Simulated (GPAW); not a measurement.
# Ballistic transport through benzene-1,3-dithiol between two Ag chains, cheap and dear, part 2 of 2

How well does benzene-1,3-dithiol between two Ag chains conduct at low bias, and how far do basis and functional move the answer?

GPAW 26.7.0; GPAW LCAO, PAW setups; Landauer transmission from Green's functions with principal layers (ASE), zero bias.

So far, transmission at the Fermi level (one spin): step 2 (double-zeta polarised basis, PBE, GPAW) 0.143; step 3 (basis szp(dzp), PBE, GPAW) 0.0314; step 4 (basis sz(dzp), PBE, GPAW) 0.0133; step 5 (LDA) 0.167.

## Step 8: Temperature 150

Temperature enters only through the Fermi window.

This step: GPAW LCAO, PAW setups; Landauer transmission from Green's functions with principal layers (ASE), zero bias (GPAW 26.7.0).

Contents of run.py:

```python
import json
import numpy as np
from ase import Atoms
from ase.transport.calculators import TransportCalculator
from gpaw import GPAW, FermiDirac
from gpaw.lcao.tools import get_lcao_hamiltonian
from scipy.linalg import eigh

# The junction with lead layers at both ends, along the third cell vector
device = Atoms(
    ['Ag', 'Ag', 'Ag', 'Ag', 'Ag', 'Ag', 'S', 'H', 'C', 'C', 'H', 'C', 'C', 'H', 'C', 'C', 'H', 'S', 'Ag', 'Ag', 'Ag', 'Ag', 'Ag', 'Ag'],
    positions=[
        [8.82864, 4.50000, 1.33000],
        [8.82864, 4.50000, 3.99000],
        [8.82864, 4.50000, 6.65000],
        [8.82864, 4.50000, 9.31000],
        [8.82864, 4.50000, 11.97000],
        [8.82864, 4.50000, 14.63000],
        [10.35046, 5.72359, 16.09305],
        [13.17777, 5.72319, 16.71290],
        [11.22517, 5.71045, 17.64330],
        [12.62230, 5.71702, 17.64820],
        [9.44159, 5.73194, 18.85636],
        [10.52839, 5.71453, 18.85637],
        [13.32015, 5.71941, 18.85638],
        [14.40729, 5.72680, 18.85639],
        [12.62229, 5.71704, 20.06455],
        [11.22516, 5.71046, 20.06945],
        [13.17775, 5.72321, 20.99986],
        [10.35043, 5.72362, 21.61969],
        [8.82864, 4.50000, 23.08274],
        [8.82864, 4.50000, 25.74274],
        [8.82864, 4.50000, 28.40274],
        [8.82864, 4.50000, 31.06274],
        [8.82864, 4.50000, 33.72274],
        [8.82864, 4.50000, 36.38274]],
    cell=[[17.65729, 0.0, 0.0], [0.0, 9.0, 0.0], [0.0, 0.0, 37.71274]],
    pbc=True)

# One principal layer of the lead: the first 4 atoms of the device
lead = Atoms(
    ['Ag', 'Ag', 'Ag', 'Ag'],
    positions=[
        [8.82864, 4.50000, 1.33000],
        [8.82864, 4.50000, 3.99000],
        [8.82864, 4.50000, 6.65000],
        [8.82864, 4.50000, 9.31000]],
    cell=[[17.65729, 0.0, 0.0], [0.0, 9.0, 0.0], [0.0, 0.0, 10.64]],
    pbc=True)

settings = dict(mode='lcao', basis='dzp', xc='PBE', h=0.2,
                occupations=FermiDirac(0.1), maxiter=250,
                mixer=dict(beta=0.1, nmaxold=8, weight=100.0),
                convergence=dict(density=0.0001))
energies = np.arange(-2, 2 + 1e-9, 0.05)
eta = 0.0001
n1, n2 = 1, 1
# k and -k transmit alike, so half of the mesh across the current serves
mesh = [(i, j) for i in range(n1) for j in range(n2) if (i, j) <= (-i % n1, -j % n2)]
weights = np.array([1 if (i, j) == (-i % n1, -j % n2) else 2 for i, j in mesh]) / (n1 * n2)

# [... helper functions left out ...]
fermi_lead = ground_state(lead, (1, 1, 11), 'lead.txt')
fermi_device = ground_state(device, (1, 1, 2), 'device.txt')
# [... loop over the mesh left out, but for ...]
        # Shift the lead onto the potential of the device's first layer
        shift = ((H[:, 0, 0] - H0[:, 0, 0]) / S0[0, 0]).real.mean()
# [...]
kT = 8.617333e-5 * 150
bias = [0.1, 0.2, 0.5, 1.0, 1.5, 2.0]
# [... integrals and printing left out ...]
```

Launch:

```bash
$ OMP_NUM_THREADS=1 OPENBLAS_NUM_THREADS=1 python run.py
```

It took 2.2 min on 1 thread of Arm Neoverse V1, shared host; peak memory 2.2 GiB.

This step gave:

```yaml
conductance: 0.1521 G₀
thermopower: 49.53 μV/K
largest_coupling_past_the_next_principal_layer: 3.56e-5 eV
largest_misfit_of_the_first_principal_layer: 0.09099 eV
shift_that_aligns_the_lead: 0.005733 eV
transmission_at_the_fermi_level_one_spin: 0.1432
```

One spin. The transmission, zone mean by energy, zero at the Fermi level:

energy (eV), log10 transmission, zone mean and a bar from the least value:
```
    -2.00       -0.2 ##############################
    -1.90       -1.1 ###########################
    -1.80       -1.8 #########################
    -1.70       -3.7 ####################
    -1.55      -11.1 #
    -1.45      -11.1 #
    -1.35      -11.1 #
    -1.25      -11.1 #
    -1.15      -11.3 
    -1.05       -3.4 #####################
    -0.90       -2.1 #########################
    -0.80       -1.5 ##########################
    -0.70       -0.9 ############################
    -0.60        0.0 ##############################
    -0.50       -0.7 ############################
    -0.40       -1.8 #########################
    -0.25        0.0 ##############################
    -0.20        0.0 ##############################
    -0.15        0.0 ##############################
    -0.05       -0.5 #############################
     0.00       -0.8 ############################
     0.05       -1.1 ###########################
     0.15       -1.6 ##########################
     0.25       -1.9 #########################
     0.40       -2.3 ########################
     0.50       -2.5 #######################
     0.60       -2.7 #######################
     0.70       -2.8 #######################
     0.80       -3.0 ######################
     0.90       -3.1 ######################
     1.05       -3.2 #####################
     1.15       -3.3 #####################
     1.25       -3.4 #####################
     1.35       -3.5 #####################
     1.45       -3.6 ####################
     1.55       -3.8 ####################
     1.70       -3.9 ####################
     1.80       -4.0 ###################
     1.90       -4.1 ###################
     2.00       -4.3 ###################
```

Crossings of the lead's bands, unfolded to its shortest repeat. Table of open channels, zone mean by energy, zero at the Fermi level:

| energy (eV) | open channels, zone mean |
| --- | --- |
| -2.00 | 3 |
| -1.85 | 3 |
| -1.70 | 1 |
| -1.60 | 1 |
| -1.45 | 0 |
| -1.30 | 0 |
| -1.15 | 0 |
| -1.05 | 1 |
| -0.90 | 1 |
| -0.75 | 1 |
| -0.60 | 1 |
| -0.50 | 1 |
| -0.35 | 1 |
| -0.20 | 1 |
| -0.05 | 1 |
| 0.00 | 1 |
| 0.05 | 1 |
| 0.20 | 1 |
| 0.35 | 1 |
| 0.50 | 1 |
| 0.60 | 1 |
| 0.75 | 1 |
| 0.90 | 1 |
| 1.05 | 1 |
| 1.15 | 1 |
| 1.30 | 1 |
| 1.45 | 1 |
| 1.60 | 1 |
| 1.70 | 1 |
| 1.85 | 1 |
| 2.00 | 1 |

Not self-consistent under bias; the bias window is split evenly. Table of current through one cell, from the zero-bias transmission by bias:

| bias (V) | current through one cell, from the zero-bias transmission (μA) |
| --- | --- |
| 0.100 | 1.28 |
| 0.200 | 3.15 |
| 0.500 | 13.5 |
| 1.000 | 22.1 |
| 1.500 | 29.9 |
| 2.000 | 30.3 |

The transmission of the three most open eigenchannels by energy, zero at the Fermi level:

| energy (eV) | channel 1 | channel 2 | channel 3 |
| --- | --- | --- | --- |
| -2.00 | 0.635 | 0.0164 | 8.4e-7 |
| -1.90 | 0.0575 | 0.0203 | 4.5e-7 |
| -1.80 | 0.0133 | 0.00103 | 1.0e-7 |
| -1.70 | 2.1e-4 | 7.3e-12 | 0 |
| -1.55 | 7.4e-12 | 0 | 0 |
| -1.45 | 7.5e-12 | 0 | 0 |
| -1.35 | 7.6e-12 | 0 | 0 |
| -1.25 | 7.4e-12 | 0 | 0 |
| -1.15 | 4.5e-12 | 0 | 0 |
| -1.05 | 3.6e-4 | 3.1e-7 | 0 |
| -0.90 | 0.00860 | 3.5e-12 | 0 |
| -0.80 | 0.0305 | 5.3e-12 | 0 |
| -0.70 | 0.130 | 6.0e-12 | 0 |
| -0.60 | 0.953 | 6.4e-12 | 0 |
| -0.50 | 0.213 | 6.5e-12 | 0 |
| -0.40 | 0.0154 | 2.9e-12 | 0 |
| -0.25 | 0.957 | 6.3e-12 | 0 |
| -0.15 | 0.897 | 6.7e-12 | 0 |
| -0.05 | 0.285 | 6.8e-12 | 0 |
| 0.00 | 0.143 | 6.8e-12 | 0 |
| 0.05 | 0.0770 | 6.9e-12 | 0 |
| 0.15 | 0.0276 | 6.9e-12 | 0 |
| 0.25 | 0.0124 | 6.9e-12 | 0 |
| 0.40 | 0.00495 | 6.9e-12 | 0 |
| 0.50 | 0.00307 | 6.9e-12 | 0 |
| 0.60 | 0.00206 | 6.9e-12 | 0 |
| 0.70 | 0.00146 | 6.8e-12 | 0 |
| 0.80 | 0.00108 | 6.8e-12 | 0 |
| 0.90 | 8.2e-4 | 6.7e-12 | 0 |
| 1.05 | 5.7e-4 | 6.5e-12 | 0 |
| 1.15 | 4.5e-4 | 6.4e-12 | 0 |
| 1.25 | 3.6e-4 | 6.3e-12 | 0 |
| 1.35 | 2.8e-4 | 6.1e-12 | 0 |
| 1.45 | 2.2e-4 | 5.9e-12 | 0 |
| 1.55 | 1.8e-4 | 5.7e-12 | 0 |
| 1.70 | 1.2e-4 | 5.4e-12 | 0 |
| 1.80 | 9.5e-5 | 5.1e-12 | 0 |
| 1.90 | 7.2e-5 | 4.9e-12 | 0 |
| 2.00 | 5.5e-5 | 4.6e-12 | 0 |

With these changes, and at 150 K in place of 500 K, the conductance is 0.152 G₀ against 0.221 in the dzp run; T at the Fermi level, which temperature doesn't enter, is 0.143 against 0.143.

## Step 9: Another change of settings

A last run, with other settings again.

run.py: that of step 8 with these lines changed.

```diff
@@ -50,4 +50,4 @@
 
-settings = dict(mode='lcao', basis='dzp', xc='PBE', h=0.2,
-                occupations=FermiDirac(0.1), maxiter=250,
+settings = dict(mode='lcao', basis='sz', xc='PBE', h=0.2,
+                occupations=FermiDirac(0.1), maxiter=60,
                 mixer=dict(beta=0.1, nmaxold=8, weight=100.0),
@@ -68,3 +68,3 @@
 # [...]
-kT = 8.617333e-5 * 150
+kT = 8.617333e-5 * 500
 bias = [0.1, 0.2, 0.5, 1.0, 1.5, 2.0]
```

The job ended after 1 s (1 thread; peak memory 0.1 GiB).

The program refused the input before any cycle.

The program's message: “FileNotFoundError: Could not find required basis set file "Ag.sz.basis".”

The change that led to it: basis = "sz".

## Step 10: Results

| Quantity | Value |
| --- | --- |
| conductance | 0.221 G₀ |
| transmission at the Fermi level, mean of the spins | 0.143 |
| thermopower | 132 μV/K |
| open channels of the lead there | 1 |

**Reading.** In the dzp basis the junction conducts 0.221 G₀ at 500 K, with T = 0.143 a spin at the Fermi level; no smaller basis tried comes within 10 % of that conductance. The conductance differs from T at the Fermi level because it averages T(E) over the thermal window, about 0.15 eV wide, in which T changes. The scatterer reflects about 86 % of the incoming channels at the Fermi level. At the Fermi level one eigenchannel carries the current (0.14). The positive thermopower says that the thermally weighted transmission is larger below the Fermi level, as for hole-like transport. Measured against the first run (dzp), the nearest curve is that of dzp-LDA (r.m.s. 0.074) and the farthest that of sz (0.24). Over the compared runs wall time goes from 100 s (sz) to 155 s (dzp), on a shared host. The geometry was built from estimated bond lengths and not relaxed, so the numbers describe this model structure. Semilocal functionals put molecular levels too near the Fermi level, so such conductances usually come out too high, and chain electrodes have a sharper density of states than real ones. Energies count from the junction cell's Fermi level; in the run with T = 0.143 there, the aligned lead's own level lies at 0.0057 eV, where T interpolates to 0.133; the finite cell leaves the answer open by at least that much. An evenly spaced straight chain is an idealisation: free chains tend to dimerise, zigzag or, where a band edge lies near the Fermi level, turn magnetic. The currents use the zero-bias T(E) throughout, which holds only while the bias is small against the distance to the nearest feature.

[Logs are printed without paths, hosts, clocks, repeated set-up lines and the standing remarks that a program may print on its own settings, such as how far it seeks lower states.]

[Hosts, paths, dates, database ids (printed as entryN), source tags and the programs' standing remarks are cut or masked in the printed files.]
